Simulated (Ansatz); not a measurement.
# How thick a slab does the work function of Pt need?

Slabs of Pt from 1 to 13 layers are run on 3 faces. From which thickness on does the work function stay within 0.05 eV of the thickest slab's, and does that depend on the face?

How it was computed: Ansatz 0.2.0, plane waves with PAW datasets (its set soft_2), PBE; symmetric slabs at bulk places and the tabulated experimental lattice constant, 18 Å of vacuum, one k-mesh a face (spacing 0.16 Å⁻¹, 2π included), Fermi-Dirac smearing of 0.1 eV.

Results:

| layers | Pt(100) (eV) | Pt(110) (eV) | Pt(111) (eV) |
| --- | --- | --- | --- |
| 1 | 6.360 | 6.230 | 6.587 |
| 2 | 5.764 | 5.285 | 5.619 |
| 3 | 5.690 | 5.457 | 5.740 |
| 4 | 5.640 | 5.338 | 5.664 |
| 5 | 5.667 | 5.283 | 5.663 |
| 6 | 5.661 | 5.367 | 5.683 |
| 7 | 5.665 | 5.244 | 5.663 |
| 8 | 5.668 | 5.332 | 5.674 |
| 10 | 5.664 | 5.285 | 5.665 |
| 13 | 5.670 | 5.310 | 5.667 |

**Answer.** Within 0.05 eV of the 13-layer value: Pt(100) from 3 layers on, Pt(110) from 8 layers on and Pt(111) from 4 layers on. In length between the outer atoms these thicknesses are 3.9 Å, 9.7 Å and 6.8 Å; the faces differ a good deal. From four layers on the values span 0.020 to 0.123 eV, most on Pt(110). Thirteen layers cost about 8 to 9 times the CPU time of four.

Caveats: The 13-layer slab is the reference and is itself not proved converged. Thicknesses missing from the table have no sound run at this vacuum, and where values alternate they could fall outside the band. Spin-orbit coupling is left out. The smearing damps swings with thickness. The slabs are unrelaxed and unreconstructed, and the CPU ratio is rough.
